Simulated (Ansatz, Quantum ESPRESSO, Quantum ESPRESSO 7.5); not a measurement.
## Mo2COS MXene, 1 layer: biaxial strain by an ASE script

How do the band edges of Mo2COS MXene, 1 layer move against the vacuum when the sheet is stretched?

Program: Quantum ESPRESSO 7.5. Level of theory: plane-wave DFT, PBE, GBRV ultrasoft pseudopotentials (geometry by Ansatz 0.2.0 with PAW datasets; geometry under PBE). Results are calculated unless marked as measured.

## 1. Starting point

The cell holds 5 atoms: 1 S, 2 Mo, 1 C and 1 O. Its edges and angles: a = 3.025 Å, b = 3.025 Å, c = 20.151 Å, α = 90.0°, β = 90.0°, γ = 120.0°. It derives from Mo2COS. Vacuum lies along c.

## 2. Relaxation with Ansatz

A relaxation in Ansatz fixes the structure of this slab for the runs on it.

input.yaml reads:

```yaml
crystal:
  lattice:
    - [3.024736, 0.0, 0.0]
    - [-1.512368, 2.6194982157, 0.0]
    - [0.0, 0.0, 20.1513579428]
  atoms:
    - { symbol: S, position: [0.3333333333, 0.6666666667, 0.3721833547] }
    - { symbol: Mo, position: [0.6666666667, 0.3333333333, 0.4564634339] }
    - { symbol: C, position: [0.0, 0.0, 0.5156892311] }
    - { symbol: Mo, position: [0.3333333333, 0.6666666667, 0.5749150284] }
    - { symbol: O, position: [0.6666666667, 0.3333333333, 0.6278166453] }
kpoints:
  mp_grid: { grid: [12, 12, 1] }
hamiltonian:
  xc: pbe
scf:
  occupations: { method: fermi_dirac, width: 0.05 }
  convergence: { dr2_threshold: 1.0e-08 }
efield:
  axis: 3
  dipole_correction: true
  ramp_position: 0.97
  ramp_width: 0.04
relax:
  f_tol: 0.01
  cell: { fix: [c, alpha, beta] }
output:
  write_potential: true
  write_density: true
  volumetric_format: npy
```

On the command line:

```console
$ ansatz run input.yaml --threads 2 --pin off --max-ram 4096MiB --backend cpu --events-out ev --progress --plain --runs-dir out
```

Numbers of over 12 decimals in the logs are rounded to 6 here.

Log:

```text
Warning: relax.cell: scf.convergence.dr2_threshold = 1e-8 eV is looser than the 5e-10 eV advised for a relaxation that steers and ends on the stress (1e-10 eV for each atom of the cell: 5). What an SCF threshold leaves in a stress goes as its square root, and in the free energy as the threshold itself, and one threshold admits the most on a small cell: [figures from the program's tests cut] Set scf.convergence.dr2_threshold to 5e-10 eV or tighter. The threshold is an SCF's pass mark: one that does not reach it within its budget of iterations ends unconverged, or closes short of it on a stop that the run arms, and scf.convergence.dr2_threshold's page says what that costs each kind of run
Engine: ansatz 0.2.0, aarch64-unknown-linux-gnu
Pseudopotentials: kind: paw
Pseudopotential: S, paw, valence charge 6, recommended cutoff 420 eV (normal), S.paw.azcp
Pseudopotential: Mo, paw, valence charge 14, recommended cutoff 420 eV (normal), Mo.paw.azcp
Pseudopotential: C, paw, valence charge 4, recommended cutoff 420 eV (normal), C.paw.azcp
Pseudopotential: O, paw, valence charge 6, recommended cutoff 420 eV (normal), O.paw.azcp
Functional definition: PBE
  parameter kappa = 0.804
  parameter beta = 0.066725
  exchange = pbe_x(kappa = kappa, mu = beta*pi^2/3)
  correlation = pbe_c(beta = beta)
Crystal: 5 atoms, lattice volume = 159.665 Å³
Basis set: ecut = 420 eV, 3067 PW (Γ), exchange–correlation on 48×48×270 points (8 copies of the dense FFT grid, shifted against one another)
Bands: 27, of which v1, the nominal top of the filled ones, is band 22 counted from 1 (21 counted from 0)
Symmetry: 6 space group operations
Space group: P3m1 (ITA 156), of the structure as read, at distance tolerance 5.4e-5 Å
k-points: 19 of 144 (time reversal used)
Non-local potential: S, projectors of the file, l = 0: 2, l = 1: 2, l = 2: 2
Non-local potential: Mo, projectors of the file, l = 0: 3, l = 1: 2, l = 2: 2, l = 3: 1
Non-local potential: C, projectors of the file, l = 0: 2, l = 1: 2, l = 2: 1
Non-local potential: O, projectors of the file, l = 0: 2, l = 1: 2, l = 2: 1
PAW form: soft (Blöchl's): semilocal exchange-correlation on the pseudo side does not see the compensation charge
PAW one-centre angular grid: S, 110 points (default); XC on 64 Gauss nodes
PAW one-centre angular grid: Mo, 590 points (default); XC on 64 Gauss nodes
PAW one-centre angular grid: C, 110 points (default); XC on 64 Gauss nodes
PAW one-centre angular grid: O, 110 points (default); XC on 64 Gauss nodes
Initial density: superposition of atomic densities (neutral atoms: chi_scale 0, normalization atom), corrected by the library's trained network
Initial wavefunctions: pseudopotential atomic-orbital guess
Functional: x = pbe(κ = 0.804, μ = 0.219515), c = pbe(β = 0.066725)
SCF iter   1: F=—  HF=-11632.791921 eV  |F-HF|=—  |Δ(HF+E_count)|=         —  Δρ=7.54e-3  dr2=7.05e-1  ethr=1.77e-3  p=-0.028 e·Å  D=-3.13e-2 V/Å  ΔV_dip=0.63 eV  dr2_dipole=1.97e-1  V_vac-E_F(+/−)=5.58/4.95 eV  ⟨swp⟩=9.6  Hψ=3206  notcnv=0
efield: sawtooth ramp at fractional position 0.9700 (set: `efield.ramp_position`, or a place that a band, a saddle search or an elastic batch's reference lends), width 0.0400; the density the first Hamiltonian is built on has a dipole p = -0.028 e·Å; the dipole correction subtracts the counter field D = -3.13e-2 V/Å, which shifts the + side's vacuum level by +0.63 eV against the − side's; the planar-averaged density in the ramp window peaks in size at 3.0e-5 e/Å³
preconditioner: auto → LDOS  [metal: Δε(μ)=0.018 eV  Ē_g=8.169 eV  σ=0.050 eV  W_gap=0.09  n_scr=14 (ndim 8)  ℏωp=15.6 eV  f_vac=0.600  D(μ)=3.87/eV (n_scr^D=12)  β→1.0]
SCF iter   2: F=—  HF=-11632.764109 eV  |F-HF|=—  |Δ(HF+E_count)|=   2.78e-2  Δρ=3.10e-3  dr2=2.44e-2  ethr=1.60e-3  p=-0.024 e·Å  D=-2.69e-2 V/Å  ΔV_dip=0.54 eV  dr2_dipole=5.28e-4  V_vac-E_F(+/−)=5.69/5.14 eV  ⟨swp⟩=1.9  Hψ=700  notcnv=0
SCF iter   3: F=—  HF=-11632.761882 eV  |F-HF|=—  |Δ(HF+E_count)|=   2.23e-3  Δρ=9.96e-4  dr2=9.03e-3  ethr=5.54e-5  p=-0.028 e·Å  D=-3.14e-2 V/Å  ΔV_dip=0.63 eV  dr2_dipole=2.45e-3  V_vac-E_F(+/−)=5.70/5.07 eV  ⟨swp⟩=2.4  Hψ=809  notcnv=0
SCF iter   4: F=—  HF=-11632.761737 eV  |F-HF|=—  |Δ(HF+E_count)|=   1.46e-4  Δρ=4.76e-4  dr2=1.74e-3  ethr=2.05e-5  p=-0.026 e·Å  D=-2.98e-2 V/Å  ΔV_dip=0.60 eV  dr2_dipole=3.16e-4  V_vac-E_F(+/−)=5.71/5.11 eV  ⟨swp⟩=1.8  Hψ=566  notcnv=0
SCF iter   5: F=—  HF=-11632.761666 eV  |F-HF|=—  |Δ(HF+E_count)|=   7.09e-5  Δρ=1.63e-4  dr2=2.28e-4  ethr=3.96e-6  p=-0.027 e·Å  D=-3.03e-2 V/Å  ΔV_dip=0.61 eV  dr2_dipole=4.33e-5  V_vac-E_F(+/−)=5.71/5.10 eV  ⟨swp⟩=1.5  Hψ=585  notcnv=0
SCF iter   6: F=—  HF=-11632.761680 eV  |F-HF|=—  |Δ(HF+E_count)|=   1.43e-5  Δρ=3.44e-5  dr2=3.83e-6  ethr=5.18e-7  p=-0.027 e·Å  D=-3.05e-2 V/Å  ΔV_dip=0.61 eV  dr2_dipole=3.56e-7  V_vac-E_F(+/−)=5.72/5.10 eV  ⟨swp⟩=2.2  Hψ=774  notcnv=0
SCF iter   7: F=—  HF=-11632.761748 eV  |F-HF|=—  |Δ(HF+E_count)|=   6.75e-5  Δρ=1.29e-5  dr2=6.68e-7  ethr=8.71e-9  p=-0.027 e·Å  D=-3.04e-2 V/Å  ΔV_dip=0.61 eV  dr2_dipole=8.61e-8  V_vac-E_F(+/−)=5.71/5.10 eV  ⟨swp⟩=3.1  Hψ=1067  notcnv=0
SCF iter   8: F=—  HF=-11632.761748 eV  |F-HF|=—  |Δ(HF+E_count)|=   9.57e-8  Δρ=3.02e-6  dr2=2.98e-8  ethr=1.52e-9  p=-0.027 e·Å  D=-3.04e-2 V/Å  ΔV_dip=0.61 eV  dr2_dipole=5.21e-9  V_vac-E_F(+/−)=5.71/5.10 eV  ⟨swp⟩=2.2  Hψ=841  notcnv=0
SCF iter   9: F=-11632.761748 eV  HF=-11632.761748 eV  |F-HF|=2.62e-8  |Δ(HF+E_count)|=   1.36e-7  Δρ=1.42e-6  dr2=5.57e-9  ethr=2.27e-11  p=-0.027 e·Å  D=-3.04e-2 V/Å  ΔV_dip=0.61 eV  dr2_dipole=7.13e-10  V_vac-E_F(+/−)=5.71/5.10 eV  ⟨swp⟩=11.2  Hψ=4262  notcnv=0
SCF 1 converged in 9 iterations: F = -11632.761748 eV  dr2 = 5.57e-9
  greatest PAW one-centre occupation: 0.998 electrons in one spin orbital (limit 2), on the Mo atom at site 1 (counted from 0), in its partial waves of l = 0
relax step   1: F+E_penalty+E_count = -11632.76174789 eV  Δ(F+E_penalty+E_count) = +0.000e0 eV  max|allowed force component| = 1.096e0 eV/Å  Δτ_max = 0.0000 Å  P = +4.858 GPa  Ω = 159.665 Å³  fix = [c, alpha, beta]  reactions: c +2.146 GPa  (9 SCF iters, accepted)
Crystal: 5 atoms, lattice volume = 172.854 Å³
Basis set: ecut = 420 eV, 3343 PW (Γ), exchange–correlation on 48×48×270 points (8 copies of the dense FFT grid, shifted against one another)
Initial density: handed on by an earlier stage of this run
Initial wavefunctions: those handed on with the density
iter 1 solved again at ethr=5.37e-4 eV; its pass at ethr=3.10e-3 eV (dr2=2.36e-1 eV) is discarded
[...]
relax step   6: F+E_penalty+E_count = -11633.06925077 eV  Δ(F+E_penalty+E_count) = -1.271e-4 eV  max|allowed force component| = 1.339e-2 eV/Å  Δτ_max = 0.0019 Å  P = -0.049 GPa  Ω = 174.389 Å³  energy of the carried Pulay correction = -1.019e-2 eV  fix = [c, alpha, beta]  reactions: c -0.074 GPa  (5 SCF iters, accepted)
relax step   7: F+E_penalty+E_count = -11633.06927989 eV  Δ(F+E_penalty+E_count) = -2.912e-5 eV  max|allowed force component| = 1.977e-2 eV/Å  Δτ_max = 0.0012 Å  P = -0.017 GPa  Ω = 174.342 Å³  energy of the carried Pulay correction = -1.016e-2 eV  fix = [c, alpha, beta]  (5 SCF iters, rejected (line search))
relax step   8: F+E_penalty+E_count = -11633.06929570 eV  Δ(F+E_penalty+E_count) = -4.493e-5 eV  max|allowed force component| = 3.048e-3 eV/Å  Δτ_max = 0.0005 Å  P = -0.031 GPa  Ω = 174.342 Å³  energy of the carried Pulay correction = -1.016e-2 eV  fix = [c, alpha, beta]  reactions: c -0.064 GPa  (4 SCF iters, accepted)
relax step   9: F+E_penalty+E_count = -11633.08656970 eV  Δ(F+E_penalty+E_count) = -1.727e-2 eV  max|allowed force component| = 2.916e-3 eV/Å  Δτ_max = 0.0000 Å  P = +0.106 GPa  Ω = 174.342 Å³  fix = [c, alpha, beta]  reactions: c +0.005 GPa  stress off target by 1.57e-1 GPa on what of the cell is left free  SCF on the basis re-selected at this cell (its energy is not comparable with the rows above)  (5 SCF iters)
relax step  10: F+E_penalty+E_count = -11633.08651181 eV  Δ(F+E_penalty+E_count) = +5.789e-5 eV  max|allowed force component| = 4.568e-4 eV/Å  Δτ_max = 0.0026 Å  P = +0.006 GPa  Ω = 174.706 Å³  energy of the carried Pulay correction = -2.439e-4 eV  fix = [c, alpha, beta]  reactions: c -0.000 GPa  (5 SCF iters, accepted)
iter 1 solved again at ethr=5.10e-7 eV; its pass at ethr=3.10e-3 eV (dr2=2.25e-4 eV) is discarded
SCF iter   1: F=—  HF=-11633.086732 eV  |F-HF|=—  |Δ(HF+E_count)|=         —  Δρ=1.93e-5  dr2=3.93e-8  ethr=5.10e-7  p=-0.043 e·Å  D=-4.50e-2 V/Å  ΔV_dip=0.91 eV  dr2_dipole=2.01e-9  V_vac-E_F(+/−)=6.19/5.28 eV  ⟨swp⟩=4.1  Hψ=4624  notcnv=0
efield: sawtooth ramp at fractional position 0.9700 (set: `efield.ramp_position`, or a place that a band, a saddle search or an elastic batch's reference lends), width 0.0400; the density the first Hamiltonian is built on has a dipole p = -0.043 e·Å; the dipole correction subtracts the counter field D = -4.50e-2 V/Å, which shifts the + side's vacuum level by +0.91 eV against the − side's; the planar-averaged density in the ramp window peaks in size at 3.0e-6 e/Å³
eigensolver tolerance schedule: the retry pair's looser diagonalisation over-reported the residual by 5709.29 of it (diagonalisation noise at 15.75 of the residual, at the tolerance the schedule requests for it); recorded, not acted on — ethr = c·dr2/N_el stays at c = 1.0e-1
preconditioner: auto → LDOS  [metal: Δε(μ)=0.054 eV  Ē_g=7.723 eV  σ=0.050 eV  W_gap=0.26  n_scr=12 (ndim 8)  ℏωp=14.9 eV  f_vac=0.613  D(μ)=2.77/eV (n_scr^D=10)  β→1.0]
SCF iter   2: F=—  HF=-11633.086791 eV  |F-HF|=—  |Δ(HF+E_count)|=   5.97e-5  Δρ=4.21e-6  dr2=2.53e-8  ethr=8.94e-11  p=-0.043 e·Å  D=-4.50e-2 V/Å  ΔV_dip=0.91 eV  dr2_dipole=9.83e-10  V_vac-E_F(+/−)=6.19/5.28 eV  ⟨swp⟩=4.2  Hψ=1653  notcnv=0
SCF iter   3: F=-11633.086791 eV  HF=-11633.086790 eV  |F-HF|=1.20e-6  |Δ(HF+E_count)|=   1.20e-6  Δρ=1.21e-6  dr2=1.81e-9  ethr=2.27e-11  p=-0.043 e·Å  D=-4.50e-2 V/Å  ΔV_dip=0.91 eV  dr2_dipole=2.67e-10  V_vac-E_F(+/−)=6.19/5.28 eV  ⟨swp⟩=11.4  Hψ=4550  notcnv=0
SCF 11 converged in 3 iterations: F = -11633.086791 eV  dr2 = 1.81e-9
relax step  11: F+E_penalty+E_count = -11633.08679121 eV  Δ(F+E_penalty+E_count) = -2.794e-4 eV  max|allowed force component| = 4.165e-4 eV/Å  Δτ_max = 0.0000 Å  P = +0.007 GPa  Ω = 174.706 Å³  fix = [c, alpha, beta]  reactions: c -0.001 GPa  stress off target by 1.07e-2 GPa on what of the cell is left free  SCF on the basis re-selected at this cell (its energy is not comparable with the rows above)  (3 SCF iters)
basis re-selected at this cell: Δ(F+E_penalty+E_count) = -2.794e-4 eV, ΔP = +0.001 GPa vs the last step (what re-selecting the basis moved, of the pressure what is left beyond the Pulay correction that the steps carried, after the strain that the cell walked since its last selection, with what the two solves' SCF thresholds leave and, on support functions, any second-order correction that the steps lacked; it is no m [...]
WARN: The output density's exchange-correlation potential varies sharply where the density is thin. Do not read a vacuum level from v_tot or v_xc, or from such a field of the output density. On a cell that repeats whose density bears no net charge and no dipole along the vacuum's axis use v_es (v_loc + v_h of the components); under efield.dipole_correction with no amplitude use v_es + v_field, which holds any externa [...]
SCF converged after 3 iterations
Free energy (F): -11633.086791 eV
Harris-Foulkes:  -11633.086790 eV  (|F-HF|=1.20e-6)
Internal energy: -11633.065390 eV  (E = F + TS)
E sigma→0 (E₀):  -11633.076091 eV
Entropy (-TS):   -0.021401 eV (-4.280 meV/atom)
Fermi energy:    1.696724 eV
Dipole field:    D = -0.044985 V/Å  (p = -0.043432 e·Å, saw-weighted, corrected)
Work function:   Φ+ = 6.1891 eV   Φ− = 5.2825 eV
Levels:          The Fermi level and band energies are counted from a zero that moves with the ramp; work functions are not
--- Per-component energies (eV) ---
  E_band       = -787.784311
  E_kinetic    = 1251.830402
  E_local      = -37487.962535  (includes V_loc(G=0)·N_el)
  E_nonlocal   = 386.441179
  E_hartree    = 18046.520675
  E_xc         = -586.250305
  E_vxc        = -699.639908  (∫ρ·V_xc dr)
  E_paw        = -7258.057411  (= ΣΔE_a)
  E_vpaw       = -332.342009  (= ΣTr[D̂ρ^β])
  E_aug_tail   = 0.002465  (compensation charges beyond the density's cutoff)
  E_efield     = 0.000977  (sawtooth field / dipole correction)
  E_vefield    = 0.847419  (∫n·V_field dr)
  E_ewald      = 14014.409162
  E_smearing   = -0.021401  (= −TS)
  E_closure    = 0.000000  (closes the sum)
  Σ components = -11633.086791   (vs F -11633.086791, Δ=0.00e0)
--- Forces (eV/Å), atoms counted from 1 ---
  atom   1  S      0.00000000     0.00000000    -0.00004910
  atom   2  Mo     0.00000000    -0.00000000     0.00024732
  atom   3  C      0.00000000     0.00000000    -0.00029226
  atom   4  Mo    -0.00000000     0.00000000     0.00042041
  atom   5  O     -0.00000000    -0.00000000    -0.00030691
  max |Σ_I F_I| component: 1.95e-5 eV/Å
--- Stress (GPa, compression-positive) ---
        0.010713       0.000000       0.000000
        0.000000       0.010713       0.000000
       -0.000000       0.000000      -0.000673
  P = ⅓ Tr σ = 0.0069 GPa (0.069 kbar)
--- Band table (eV; the first three rows and the last of 19) ---
  k-point 0: bands = [... 18 lower, -0.6315, -0.6315, 0.8938, 0.8938, 0.9045, 2.0485, 2.0485, 3.3056, ... 1 higher]
  k-point 1: bands = [... 18 lower, -0.7652, -0.6215, 0.3260, 1.0168, 1.3515, 2.1458, 2.1759, 3.4808, ... 1 higher]
  k-point 2: bands = [... 18 lower, -0.8508, -0.5415, -0.2071, 1.0899, 1.6650, 2.2840, 2.6323, 3.2946, ... 1 higher]
  k-point 18: bands = [... 18 lower, -2.2715, -2.2405, 1.0182, 1.1300, 1.5540, 2.7665, 3.3143, 3.5828, ... 1 higher]
--- Relaxed structure (9 steps of the walk, 7 accepted, 2 SCFs on fresh bases) ---
  F+E_penalty+E_count = -11633.08679121 eV   max|allowed force component| = 4.165e-4 eV/Å   (the final SCF, on the basis selected at the relaxed cell)
  cell:  # Å, volume = 174.7061 Å³
    - [3.164000, 0.0, 0]
    - [-1.582000, 2.740105, 0]
    - [0, 0, 20.1513579428]
  atoms:
    - { symbol: S, position: [0.333333, 0.666667, 0.378194] }
    - { symbol: Mo, position: [0.666667, 0.333333, 0.460535] }
    - { symbol: C, position: [0, 0, 0.515351] }
    - { symbol: Mo, position: [0.333333, 0.666667, 0.569585] }
    - { symbol: O, position: [0.666667, 0.333333, 0.623403] }
```

Run time: 37 s. Hardware: 2 threads of Arm Neoverse V2, shared host; peak memory 0.51 GiB.

Relaxation path:

| step | energy less that of the first step (eV) | largest force component (eV/Å) | pressure (GPa) | volume (Å³) |
| --- | --- | --- | --- | --- |
| 1 | 0.0000 | 1.0961 | 4.86 | 159.67 |
| 2 | -0.2706 | 1.1414 | -0.27 | 172.85 |
| 3 | -0.2653 | 0.4426 | -0.21 | 178.82 |
| 4 | -0.3067 | 0.0952 | -0.26 | 174.21 |
| 5 | -0.3074 | 0.0303 | -0.05 | 174.47 |
| 6 | -0.3075 | 0.0134 | -0.05 | 174.39 |
| 7 | -0.3075 | 0.0198 | -0.02 | 174.34 |
| 8 | -0.3075 | 0.0030 | -0.03 | 174.34 |
| 9* | -0.3248 | 0.0029 | 0.11 | 174.34 |
| 10 | -0.3248 | 0.0005 | 0.01 | 174.71 |
| 11* | -0.3250 | 0.0004 | 0.01 | 174.71 |

Relaxation steps marked * repeat the geometry before them on a plane-wave basis chosen anew for their cell, so energy and pressure can jump there. Relaxation steps 3, 7 were tried and not accepted.

| cell as run | before | after | change |
| --- | --- | --- | --- |
| a (Å) | 3.025 | 3.164 | +4.6 % |
| b (Å) | 3.025 | 3.164 | +4.6 % |

The atoms that moved most (Å, along periodic axes as changes of fractional coordinates times the final cell, across vacuum about the mean position):

| atom | dx | dy | dz | length |
| --- | --- | --- | --- | --- |
| S1 | 0.000 | 0.000 | 0.121 | 0.121 |
| Mo4 | 0.000 | 0.000 | -0.107 | 0.107 |
| O5 | 0.000 | 0.000 | -0.089 | 0.089 |
| Mo2 | 0.000 | 0.000 | 0.082 | 0.082 |
| C3 | 0.000 | 0.000 | -0.007 | 0.007 |

Final coordinates:

```xyz
5
Lattice="3.1640 0.0000 0.0000 -1.5820 2.7401 0.0000 0.0000 0.0000 20.1514" Properties=species:S:1:pos:R:3
S     0.0000    1.8267    7.6211
Mo    1.5820    0.9134    9.2804
C     0.0000    0.0000   10.3850
Mo    0.0000    1.8267   11.4779
O     1.5820    0.9134   12.5624
```

Read from the output:

- free energy: -11633.0868 eV
- energy at zero smearing: -11633.0761 eV
- smearing term TS: 0.02140 eV
- Fermi energy: 1.697 eV
- symmetry operations: 6
- work function of the upper face: 6.189 eV
- work function of the lower face: 5.283 eV
- dipole along the normal: -0.04343 e·Å

(Part 1 of 2 ends here.)

[Logs are printed without paths, hosts, clocks, repeated set-up lines and the standing remarks that a program may print on its own settings, such as how far it seeks lower states.]

[Hosts, paths, dates, database ids (printed as entryN), source tags and the programs' standing remarks are cut or masked in the printed files.]

[Maps of the electrostatic potential energy from Ansatz leave out the sawtooth potential of an applied field or a dipole correction, so their vacuum need not be flat; planar profiles and work functions include it.]
